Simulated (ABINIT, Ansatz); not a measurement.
An input for ABINIT 10.8.3 (CsLiMoO4 (F-43m)):

```
acell 3*1.0 Angstrom
rprim 
  0.000000000000 4.196030970000 4.196030970000
  4.196030970000 -0.000000000000 4.196030970000
  4.196030970000 4.196030970000 0.000000000000
ntypat 4
znucl 55 3 42 8
natom 7
typat 1 2 3 4 4 4 4
xred 
  0.750000000000 0.750000000000 0.750000000000
  0.500000000000 0.500000000000 0.500000000000
  0.250000000000 0.250000000000 0.250000000000
  0.886367480000 0.371210840000 0.371210840000
  0.371210840000 0.371210840000 0.886367480000
  0.371210840000 0.886367480000 0.371210840000
  0.371210840000 0.371210840000 0.371210840000
pp_dirpath "pseudos"
pseudos "Cs.upf, Li.upf, Mo.upf, O.upf"
ecut 36
ngkpt 4 4 4
nshiftk 1
shiftk 0 0 0
kptopt 1
chksymbreak 0
nband 32
occopt 1
tolvrs 1e-10
nstep 60
prtwf 0
optforces 0
optstress 0
indata_prefix "in"
outdata_prefix "out"
tmpdata_prefix "tmp"
```

```sh
OMP_NUM_THREADS=1 mpirun -n 4 abinit run.abi > log
```

Q: How long will it take on 4 MPI ranks of Arm Neoverse V1, shared host, and how much memory?

It took 44 s; on shared hardware allow 22 s to 88 s. Peak host memory was 0.53 GiB.

[Paths, hosts, dates, memory and timing lines, banners, echoed tables and standing remarks are left out of the program output.]

[Logs are printed without paths, hosts, clocks, repeated set-up lines and the standing remarks that a program may print on its own settings, such as how far it seeks lower states.]

[Runs of the session that timed out or met a known fault of the program may be left out.]

[Hosts, paths, dates, database ids (printed as entryN), source tags and the programs' standing remarks are cut or masked in the printed files.]

[G0W0 gaps are taken among the corrected bands and points alone; a level outside them can change the order at an edge.]

[Where Ansatz stands beside ABINIT at settings called matched, ABINIT's density can come from a denser mesh and the files from another edition; pairs whose starting gaps differed by over 0.03 eV were left out, so agreement reads better than it is.]
